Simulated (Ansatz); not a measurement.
**NaTaS3 (model cell, started as cubic perovskite with Ta in the octahedra): from the cell to its phonons**

Wanted: phonon frequencies of NaTaS3 (model cell, started as cubic perovskite with Ta in the octahedra) and what follows from them.

Method: DFT PBE, scalar-relativistic, plane waves, PAW; PAW set soft_1, in Ansatz 0.2.0.

The structure was built from a prototype and need not be the compound's stable phase.

### Step 1. Starting point

The structure is cubic, space group Pm-3m (No. 221). Conventional cell: a = 4.861 Å, b = 4.861 Å, c = 4.861 Å, α = 90.00°, β = 90.00°, γ = 90.00°. Na has 12 S at 3.44 Å nearest. Nearest to Ta lie 6 S at 2.43 Å. Nearest to S lie 2 Ta at 2.43 Å and 4 Na at 3.44 Å. Farther neighbours and most contacts between anions are not listed.

### Step 2. Relaxation

Harmonic phonons are second derivatives at a point where the forces vanish, and they are wanted at zero stress, so atoms and cell are relaxed first.

input.yaml

```yaml
crystal:
  lattice:
    - [4.8608, 0.0, 0.0]
    - [0.0, 4.8608, 0.0]
    - [0.0, 0.0, 4.8608]
  atoms:
    - { symbol: Na, position: [0.0, 0.0, 0.0] }
    - { symbol: Ta, position: [0.5, 0.5, 0.5] }
    - { symbol: S, position: [0.5, 0.5, 0.0] }
    - { symbol: S, position: [0.5, 0.0, 0.5] }
    - { symbol: S, position: [0.0, 0.5, 0.5] }
kpoints:
  mp_grid: { grid: [8, 8, 8] }
hamiltonian:
  xc: pbe
  pseudopotentials: { kind: paw, azcp: { folder: soft_1 } }
scf:
  occupations: { method: gaussian, width: 0.1 }
output:
  forces: true
  stress: true
  eigenvalues: true
  write_density: true
  write_potential: true
  elf: true
  volumetric_format: npy
relax:
  adjacent_minimum: "off"
  f_tol: 0.005
  max_steps: 80
  cell: { stress_tol: 0.05 }
```

Started as:

```sh
> ansatz run input.yaml --threads 4 --pin off --max-ram 16384MiB --backend cpu --events-out ev --progress --plain --runs-dir out
```

Numbers of over 12 decimals in the logs are rounded to 6 here.

The program printed:

```text
Engine: ansatz 0.2.0, aarch64-unknown-linux-gnu
Pseudopotentials: kind: paw
Pseudopotential: Na, paw, valence charge 9, recommended cutoff 420 eV (normal), soft_1/Na.paw.azcp
Pseudopotential: Ta, paw, valence charge 13, recommended cutoff 420 eV (normal), soft_1/Ta.paw.azcp
Pseudopotential: S, paw, valence charge 6, recommended cutoff 420 eV (normal), soft_1/S.paw.azcp
Functional definition: PBE
  parameter kappa = 0.804
  parameter beta = 0.066725
  exchange = pbe_x(kappa = kappa, mu = beta*pi^2/3)
  correlation = pbe_c(beta = beta)
Crystal: 5 atoms, lattice volume = 114.848 Å³
Basis set: ecut = 420 eV, 2205 PW (Γ), exchange–correlation on 72×72×72 points (8 copies of the dense FFT grid, shifted against one another)
Bands: 25, of which v1, the nominal top of the filled ones, is band 20 counted from 1 (19 counted from 0)
Symmetry: 48 space group operations
Space group: Pm-3m (ITA 221), of the structure as read, at distance tolerance 4.9e-5 Å
k-points: 35 of 512
Non-local potential: Na, projectors of the file, l = 0: 3, l = 1: 2, l = 2: 1
Non-local potential: Ta, projectors of the file, l = 0: 3, l = 1: 2, l = 2: 2, l = 3: 1
Non-local potential: S, projectors of the file, l = 0: 2, l = 1: 2, l = 2: 1
PAW form: soft (Blöchl's): semilocal exchange-correlation on the pseudo side does not see the compensation charge
PAW one-centre angular grid: Na, 110 points (default); XC on 64 Gauss nodes
PAW one-centre angular grid: Ta, 590 points (default); XC on 64 Gauss nodes
PAW one-centre angular grid: S, 110 points (default); XC on 64 Gauss nodes
Initial density: superposition of atomic densities (chi_scale 0.1, normalization cell, long waves kept (reshape's long-wave potential 0.01 eV rms))
Initial wavefunctions: pseudopotential atomic-orbital guess
Functional: x = pbe(κ = 0.804, μ = 0.219515), c = pbe(β = 0.066725)
SCF iter   1: F=—  HF=-14130.498559 eV  |F-HF|=—  |Δ(HF+E_count)|=         —  Δρ=3.70e-2  dr2=1.09e0  ethr=3.10e-3  ⟨swp⟩=6.3  Hψ=4405  notcnv=0
preconditioner: auto → Resta (q_TF=auto, 2.288 Å⁻¹)  ε∞=5.8  [insulator: Δε(μ)=0.112 eV  Ē_g=7.750 eV  σ=0.100 eV  W_gap=0.56  n_scr=26 (ndim 8)  ℏωp=17.0 eV  f_vac=0.000  D(μ)=0.91/eV (n_scr^D=0)  ε∞_Penn≈5.8]
SCF iter   2: F=—  HF=-14130.176648 eV  |F-HF|=—  |Δ(HF+E_count)|=   3.22e-1  Δρ=1.76e-2  dr2=3.00e-1  ethr=2.72e-3  ⟨swp⟩=2.0  Hψ=1645  notcnv=0  defer=12
SCF iter   3: F=—  HF=-14130.121603 eV  |F-HF|=—  |Δ(HF+E_count)|=   5.50e-2  Δρ=4.22e-3  dr2=2.43e-2  ethr=7.51e-4  ⟨swp⟩=2.3  Hψ=1514  notcnv=0  defer=13
SCF iter   4: F=—  HF=-14130.126616 eV  |F-HF|=—  |Δ(HF+E_count)|=   5.01e-3  Δρ=9.66e-4  dr2=1.12e-3  ethr=6.08e-5  ⟨swp⟩=2.0  Hψ=1419  notcnv=0  defer=13
SCF iter   5: F=—  HF=-14130.128059 eV  |F-HF|=—  |Δ(HF+E_count)|=   1.44e-3  Δρ=2.26e-4  dr2=1.49e-4  ethr=2.80e-6  ⟨swp⟩=2.1  Hψ=1126  notcnv=0  defer=13
SCF iter   6: F=—  HF=-14130.128195 eV  |F-HF|=—  |Δ(HF+E_count)|=   1.35e-4  Δρ=5.67e-5  dr2=8.11e-6  ethr=3.73e-7  ⟨swp⟩=2.0  Hψ=1273  notcnv=0  defer=13
SCF iter   7: F=—  HF=-14130.128186 eV  |F-HF|=—  |Δ(HF+E_count)|=   9.40e-6  Δρ=1.22e-5  dr2=2.79e-7  ethr=2.03e-8  ⟨swp⟩=2.6  Hψ=1386  notcnv=0  defer=22
SCF iter   8: F=-14130.128186 eV  HF=-14130.128186 eV  |F-HF|=9.52e-9  |Δ(HF+E_count)|=   9.42e-8  Δρ=2.10e-6  dr2=7.81e-9  ethr=2.50e-10  ⟨swp⟩=15.0  Hψ=6881  notcnv=0
SCF 1 converged in 8 iterations: F = -14130.128186 eV  dr2 = 7.81e-9
  greatest PAW one-centre occupation: 0.999 electrons in one spin orbital (limit 2), on the Na atom at site 0 (counted from 0), in its partial waves of l = 0
relax step   1: F+E_penalty+E_count = -14130.12818565 eV  Δ(F+E_penalty+E_count) = +0.000e0 eV  max|allowed force component| = 7.783e-30 eV/Å  Δτ_max = 0.0000 Å  P = -1.341 GPa  Ω = 114.848 Å³  (8 SCF iters, dr2 threshold 1.00e-7 eV, accepted)
Crystal: 5 atoms, lattice volume = 112.653 Å³
Initial density: handed on by an earlier stage of this run
Initial wavefunctions: those handed on with the density
iter 1 solved again at ethr=1.07e-5 eV; its pass at ethr=3.10e-3 eV (dr2=4.26e-3 eV) is discarded
SCF iter   1: F=—  HF=-14130.137311 eV  |F-HF|=—  |Δ(HF+E_count)|=         —  Δρ=1.29e-3  dr2=4.48e-3  ethr=1.07e-5  ⟨swp⟩=2.0  Hψ=4875  notcnv=0
preconditioner: auto → Resta (q_TF=auto, 2.296 Å⁻¹)  ε∞=5.9  [insulator: Δε(μ)=0.118 eV  Ē_g=7.771 eV  σ=0.100 eV  W_gap=0.59  n_scr=26 (ndim 8)  ℏωp=17.1 eV  f_vac=0.028  D(μ)=0.94/eV (n_scr^D=0)  ε∞_Penn≈5.9]
SCF iter   2: F=—  HF=-14130.136342 eV  |F-HF|=—  |Δ(HF+E_count)|=   9.68e-4  Δρ=5.91e-4  dr2=5.04e-4  ethr=1.07e-5  ⟨swp⟩=2.1  Hψ=1028  notcnv=0
SCF iter   3: F=—  HF=-14130.136229 eV  |F-HF|=—  |Δ(HF+E_count)|=   1.13e-4  Δρ=2.74e-4  dr2=1.38e-4  ethr=1.26e-6  ⟨swp⟩=2.6  Hψ=1273  notcnv=0
SCF iter   4: F=—  HF=-14130.136187 eV  |F-HF|=—  |Δ(HF+E_count)|=   4.22e-5  Δρ=5.52e-5  dr2=4.59e-6  ethr=3.44e-7  ⟨swp⟩=2.0  Hψ=1288  notcnv=0
SCF iter   5: F=-14130.136192 eV  HF=-14130.136191 eV  |F-HF|=3.12e-7  |Δ(HF+E_count)|=   4.75e-6  Δρ=1.85e-5  dr2=4.04e-7  ethr=1.25e-9  ⟨swp⟩=13.3  Hψ=7451  notcnv=0
SCF 2 converged in 5 iterations: F = -14130.136192 eV  dr2 = 4.04e-7
  Residual-converged pass: ⟨swp⟩=1.1  Hψ=1017  notcnv=0  max |occ|·‖R‖ = 7.0e-9 eV (tolerance 1.0e-8 eV)  dr2=4.04e-7  dr2_onsite=5.53e-8  max |Δocc| = 1.1e-10
relax step   2: F+E_penalty+E_count = -14130.13619180 eV  Δ(F+E_penalty+E_count) = -8.006e-3 eV  max|allowed force component| = 1.392e-29 eV/Å  Δτ_max = 0.0000 Å  P = +0.232 GPa  Ω = 112.653 Å³  energy of the carried Pulay correction = +2.255e-4 eV  (5 SCF iters, dr2 threshold 5.00e-7 eV, accepted)
Crystal: 5 atoms, lattice volume = 112.971 Å³
iter 1 solved again at ethr=2.61e-7 eV; its pass at ethr=3.10e-3 eV (dr2=1.04e-4 eV) is discarded
SCF iter   1: F=—  HF=-14130.136421 eV  |F-HF|=—  |Δ(HF+E_count)|=         —  Δρ=1.97e-4  dr2=9.80e-5  ethr=2.61e-7  ⟨swp⟩=2.1  Hψ=4714  notcnv=0
preconditioner: auto → Resta (q_TF=auto, 2.295 Å⁻¹)  ε∞=5.8  [insulator: Δε(μ)=0.118 eV  Ē_g=7.773 eV  σ=0.100 eV  W_gap=0.59  n_scr=26 (ndim 8)  ℏωp=17.1 eV  f_vac=0.030  D(μ)=0.88/eV (n_scr^D=0)  ε∞_Penn≈5.8]
SCF iter   2: F=—  HF=-14130.136386 eV  |F-HF|=—  |Δ(HF+E_count)|=   3.44e-5  Δρ=8.95e-5  dr2=1.06e-5  ethr=2.45e-7  ⟨swp⟩=2.2  Hψ=1057  notcnv=0
SCF iter   3: F=—  HF=-14130.136383 eV  |F-HF|=—  |Δ(HF+E_count)|=   2.77e-6  Δρ=4.14e-5  dr2=2.74e-6  ethr=2.64e-8  ⟨swp⟩=2.6  Hψ=1269  notcnv=0
SCF iter   4: F=-14130.136383 eV  HF=-14130.136383 eV  |F-HF|=3.99e-8  |Δ(HF+E_count)|=   7.95e-7  Δρ=7.40e-6  dr2=6.59e-8  ethr=3.35e-10  ⟨swp⟩=9.4  Hψ=6620  notcnv=0
SCF 3 converged in 4 iterations: F = -14130.136383 eV  dr2 = 6.59e-8
relax step   3: F+E_penalty+E_count = -14130.13638261 eV  Δ(F+E_penalty+E_count) = -1.908e-4 eV  max|allowed force component| = 2.294e-29 eV/Å  Δτ_max = 0.0000 Å  P = -0.006 GPa  Ω = 112.971 Å³  energy of the carried Pulay correction = +1.925e-4 eV  (4 SCF iters, dr2 threshold 1.34e-7 eV, accepted)
Initial wavefunctions: pseudopotential atomic-orbital guess (no wavefunctions were taken with the density)
iter 1 solved again at ethr=1.83e-6 eV; its pass at ethr=3.10e-3 eV (dr2=7.32e-4 eV) is discarded
SCF iter   1: F=—  HF=-14130.136204 eV  |F-HF|=—  |Δ(HF+E_count)|=         —  Δρ=1.89e-5  dr2=1.08e-7  ethr=1.83e-6  ⟨swp⟩=3.0  Hψ=6697  notcnv=0
eigensolver tolerance schedule: the retry pair's looser diagonalisation over-reported the residual by 6791.31 of it (diagonalisation noise at an unbounded share of the residual, at the tolerance the schedule requests for it); recorded, not acted on — ethr = c·dr2/N_el stays at c = 1.0e-1
preconditioner: auto → Resta (q_TF=auto, 2.295 Å⁻¹)  ε∞=5.9  [insulator: Δε(μ)=0.118 eV  Ē_g=7.771 eV  σ=0.100 eV  W_gap=0.59  n_scr=26 (ndim 8)  ℏωp=17.1 eV  f_vac=0.030  D(μ)=0.89/eV (n_scr^D=0)  ε∞_Penn≈5.9]
SCF iter   2: F=—  HF=-14130.136191 eV  |F-HF|=—  |Δ(HF+E_count)|=   1.28e-5  Δρ=1.03e-5  dr2=4.85e-8  ethr=2.70e-10  ⟨swp⟩=3.9  Hψ=2078  notcnv=0
SCF iter   3: F=—  HF=-14130.136191 eV  |F-HF|=—  |Δ(HF+E_count)|=   4.84e-8  Δρ=1.84e-6  dr2=5.86e-9  ethr=1.21e-10  ⟨swp⟩=2.1  Hψ=1243  notcnv=0
SCF iter   4: F=—  HF=-14130.136191 eV  |F-HF|=—  |Δ(HF+E_count)|=   3.97e-9  Δρ=1.05e-6  dr2=1.42e-9  ethr=1.46e-11  ⟨swp⟩=2.0  Hψ=1160  notcnv=0
SCF iter   5: F=—  HF=-14130.136191 eV  |F-HF|=—  |Δ(HF+E_count)|=  7.42e-10  Δρ=5.28e-7  dr2=4.21e-10  ethr=3.55e-12  ⟨swp⟩=2.1  Hψ=1234  notcnv=0
SCF iter   6: F=—  HF=-14130.136191 eV  |F-HF|=—  |Δ(HF+E_count)|=  2.47e-10  Δρ=2.00e-7  dr2=5.87e-11  ethr=1.05e-12  ⟨swp⟩=2.0  Hψ=1056  notcnv=0
SCF iter   7: F=-14130.136191 eV  HF=-14130.136191 eV  |F-HF|=3.64e-12  |Δ(HF+E_count)|=  3.27e-11  Δρ=3.85e-8  dr2=1.96e-12  ethr=1.00e-12  ⟨swp⟩=7.1  Hψ=4162  notcnv=0
SCF 4 converged in 7 iterations: F = -14130.136191 eV  dr2 = 1.96e-12
relax step   4: F+E_penalty+E_count = -14130.13619115 eV  Δ(F+E_penalty+E_count) = +1.915e-4 eV  max|allowed force component| = 4.136e-29 eV/Å  Δτ_max = 0.0000 Å  P = -0.006 GPa  Ω = 112.971 Å³  stress off target by 6.02e-3 GPa  SCF on the basis re-selected at this cell (its energy is not comparable with the rows above)  (7 SCF iters)
basis re-selected at this cell: Δ(F+E_penalty+E_count) = +1.915e-4 eV, ΔP = +0.000 GPa vs the last step (what re-selecting the basis moved, of the pressure what is left beyond the Pulay correction that the steps carried, after the strain that the cell walked since its last selection, with what the two solves' SCF thresholds leave and, on support functions, any second-order correction that the steps lacked; it is no m [...]
SCF converged after 7 iterations
Free energy (F): -14130.136191 eV
Harris-Foulkes:  -14130.136191 eV  (|F-HF|=3.64e-12)
Internal energy: -14130.131756 eV  (E = F + TS)
E sigma→0 (E₀):  -14130.133973 eV
Entropy (-TS):   -0.004436 eV (-0.887 meV/atom)
Fermi energy:    6.264139 eV
--- Per-component energies (eV) ---
  E_band       = -476.783253
  E_kinetic    = 819.982891
  E_local      = -2982.205494  (includes V_loc(G=0)·N_el)
  E_nonlocal   = 370.341060
  E_hartree    = 1036.730997
  E_xc         = -624.022402
  E_vxc        = -527.956762  (∫ρ·V_xc dr)
  E_paw        = -10423.292103  (= ΣΔE_a)
  E_vpaw       = -230.407076  (= ΣTr[D̂ρ^β])
  E_aug_tail   = 0.000102  (compensation charges beyond the density's cutoff)
  E_ewald      = -2327.666806
  E_smearing   = -0.004436  (= −TS)
  E_closure    = -0.000000  (closes the sum)
  Σ components = -14130.136191   (vs F -14130.136191, Δ=0.00e0)
--- Forces (eV/Å), atoms counted from 1 ---
  atom   1  Na    -0.00000000    -0.00000000     0.00000000
  atom   2  Ta    -0.00000000     0.00000000    -0.00000000
  atom   3  S     -0.00000000    -0.00000000     0.00000000
  atom   4  S     -0.00000000     0.00000000    -0.00000000
  atom   5  S     -0.00000000    -0.00000000     0.00000000
  max |Σ_I F_I| component: 5.50e-29 eV/Å
--- Stress (GPa, compression-positive) ---
       -0.006018      -0.000000       0.000000
       -0.000000      -0.006018       0.000000
        0.000000       0.000000      -0.006018
  P = ⅓ Tr σ = -0.0060 GPa (-0.060 kbar)
--- Band table (eV; the first three rows and the last of 35) ---
  k-point 0: bands = [... 16 lower, 5.0083, 5.5555, 5.5555, 5.5555, 5.6953, 5.6953, 5.6953, 8.1687, ... 1 higher]
  k-point 1: bands = [... 16 lower, 4.9367, 5.0034, 5.3833, 5.3833, 5.7033, 6.4516, 6.4516, 8.1754, ... 1 higher]
  k-point 2: bands = [... 16 lower, 4.2252, 4.7741, 5.3749, 5.3749, 5.7228, 7.4039, 7.4039, 8.1896, ... 1 higher]
  k-point 34: bands = [... 16 lower, 1.6718, 6.3402, 6.3402, 6.3402, 9.0112, 9.0479, 9.0479, 9.0479, ... 1 higher]
--- Relaxed structure (3 steps of the walk, 3 accepted, 1 SCFs on fresh bases) ---
  F+E_penalty+E_count = -14130.13619115 eV   max|allowed force component| = 4.136e-29 eV/Å   (the final SCF, on the basis selected at the relaxed cell)
  cell:  # Å, volume = 112.9708 Å³
    - [4.834171, 0, 0]
    - [0, 4.834171, 0.0]
    - [0, 0.0, 4.834171]
  atoms:
    - { symbol: Na, position: [0, 0, 0] }
    - { symbol: Ta, position: [0.500000, 0.500000, 0.500000] }
    - { symbol: S, position: [0.500000, 0.500000, 0] }
    - { symbol: S, position: [0.500000, 0, 0.500000] }
    - { symbol: S, position: [0, 0.500000, 0.500000] }
```

Run time: 8.2 s. Hardware: 4 threads of Arm Neoverse V1, shared host; peak memory 0.47 GiB.

The steps of the relaxation:

```csv
step,energy less that of the first step (eV),largest force component (eV/Å),pressure (GPa),volume (Å³)
1,0.0000,0.0000,-1.34,114.85
2,-0.0080,0.0000,0.23,112.65
3,-0.0082,0.0000,-0.01,112.97
4*,-0.0080,0.0000,-0.01,112.97
```

Relaxation steps marked * repeat the geometry before them on a plane-wave basis chosen anew for their cell, so energy and pressure can jump there.

The run keeps the 48 symmetry operations that it works with, so distortions that break them were not tested.

```csv
"conventional cell, symmetrised",before,after,change
a (Å),4.861,4.834,-0.5 %
b (Å),4.861,4.834,-0.5 %
c (Å),4.861,4.834,-0.5 %
volume (Å³/atom),22.97,22.59,-1.6 %
```

The relaxed structure:

```xyz
5
Lattice="4.8342 0.0000 0.0000 0.0000 4.8342 0.0000 0.0000 0.0000 4.8342" Properties=species:S:1:pos:R:3 pbc="T T T"
Na    0.0000    0.0000    0.0000
Ta    2.4171    2.4171    2.4171
S     2.4171    2.4171    0.0000
S     2.4171    0.0000    2.4171
S     0.0000    2.4171    2.4171
```

This step gave:

```yaml
pressure: -0.006018 GPa
volume_per_atom: 22.59 Å³
gap_on_the_k_mesh: 0 eV
```

Valence density in the ac plane at fractional y = 0.500, with atoms of Ta and S within 0.2 Å of it. It is the smooth field of the valence electrons, not physical close to the nuclei.

Ten even steps from '0' (0.0 e/Å³) to '9' (4.4 e/Å³), each cell a mean:
```
00001221210000
00000122210000
00000011100000
00000011000000
11000134200011
22111499720122
02211799941121
12211699931122
22100267410012
10000011100001
00000011100000
00000122100000
00000222210000
00001210210000
```
Columns run along a (4.8 Å), rows up along c (4.8 Å). Atoms in or near the plane, at fractional coordinates: Ta at (0.50, 0.50), S at (0.50, 0.00), S at (0.00, 0.50).

ELF in the ac plane at fractional y = 0.500, with atoms of Ta and S within 0.2 Å of it. It is the smooth field of the valence electrons, not physical close to the nuclei.

Ten even steps from '0' (0.01) to '9' (0.85), each cell a mean:
```
00269931698400
10148998996200
53125788873124
98522333322368
99851366512799
48962787853896
04963852763881
16963865863893
89952588733799
99731233212589
75323566652246
21137999985112
00159964898300
00279810499510
```
Columns run along a (4.8 Å), rows up along c (4.8 Å). Atoms in or near the plane, at fractional coordinates: Ta at (0.50, 0.50), S at (0.50, 0.00), S at (0.00, 0.50).

Electrostatic potential energy in the ac plane at fractional y = 0.500, with atoms of Ta and S within 0.2 Å of it. With pseudopotentials it is smooth inside the atoms' cores, unlike the true potential.

Ten even steps from '0' (-49 eV) to '9' (11 eV), each cell a mean:
```
99998422269999
99999743589999
99999877899999
99999877789999
57898643578986
23687300157852
32586100037732
32686200047742
35887421368874
88998766789998
99999888899999
99999865689999
99998522379999
99998333259999
```
Columns run along a (4.8 Å; values clipped at the 3rd and 97th percentile), rows up along c (4.8 Å). Atoms in or near the plane, at fractional coordinates: Ta at (0.50, 0.50), S at (0.50, 0.00), S at (0.00, 0.50).

In this step the volume went from 22.97 to 22.59 Å³/atom.

### Step 3. Relaxing to small forces for the phonons

Phonons need a cell at rest on their own settings, so the relaxation is repeated with tight tolerances on forces and stress, using the mesh and the filling of the phonon run that follows.

input.yaml

```yaml
crystal:
  lattice:
    - [4.8341712185, 0.0, 0.0]
    - [0.0, 4.8341712185, 0.0]
    - [0.0, 0.0, 4.8341712185]
  atoms:
    - { symbol: Na, position: [0.0, 0.0, 0.0] }
    - { symbol: Ta, position: [0.5, 0.5, 0.5] }
    - { symbol: S, position: [0.5, 0.5, 0.0] }
    - { symbol: S, position: [0.5, 0.0, 0.5] }
    - { symbol: S, position: [0.0, 0.5, 0.5] }
kpoints:
  mp_grid: { grid: [8, 8, 8] }
hamiltonian:
  xc: pbe
  pseudopotentials: { kind: paw, azcp: { folder: soft_1 } }
scf:
  occupations: { method: methfessel_paxton, width: 0.2 }
output:
  forces: true
  stress: true
  eigenvalues: true
relax:
  adjacent_minimum: "off"
  f_tol: 0.001
  max_steps: 60
  cell: { stress_tol: 0.01 }
```

The program printed:

```text
[...]
Crystal: 5 atoms, lattice volume = 112.971 Å³
Basis set: ecut = 420 eV, 2205 PW (Γ), exchange–correlation on 72×72×72 points (8 copies of the dense FFT grid, shifted against one another)
Bands: 25, of which v1, the nominal top of the filled ones, is band 20 counted from 1 (19 counted from 0)
Symmetry: 48 space group operations
[...]
k-points: 35 of 512
[...]
--- Relaxed structure (1 steps of the walk, 1 accepted, 1 SCFs on fresh bases) ---
[...]
cell:  # Å, volume = 112.9708 Å³
    - [4.8341712185, 0.0, 0.0]
    - [0.0, 4.8341712185, 0.0]
    - [0.0, 0.0, 4.8341712185]
  atoms:
    - { symbol: Na, position: [0.0, 0.0, 0.0] }
    - { symbol: Ta, position: [0.5, 0.5, 0.5] }
    - { symbol: S, position: [0.5, 0.5, 0.0] }
    - { symbol: S, position: [0.5, 0.0, 0.5] }
    - { symbol: S, position: [0.0, 0.5, 0.5] }
[key lines of the parts left out:]
SCF converged after 6 iterations
Free energy (F): -14130.130585 eV
Fermi energy:    6.270319 eV
P = ⅓ Tr σ = 0.0000 GPa (0.000 kbar)
```

Run time: 5 s. Hardware: 4 threads; peak memory 0.46 GiB.

Little changed from the start: no atom moved by 0.005 Å and no cell edge by 0.1 %.

This step gave:

* pressure: 1.31e-5 GPa

The forces vanish by symmetry and the pressure is 0.000 GPa, within the tolerances set. The cell now holds 22.59 Å³/atom.

(Continued in part 2 of 2.)

[Logs are printed without paths, hosts, clocks, repeated set-up lines and the standing remarks that a program may print on its own settings, such as how far it seeks lower states.]

[Hosts, paths, dates, database ids (printed as entryN), source tags and the programs' standing remarks are cut or masked in the printed files.]
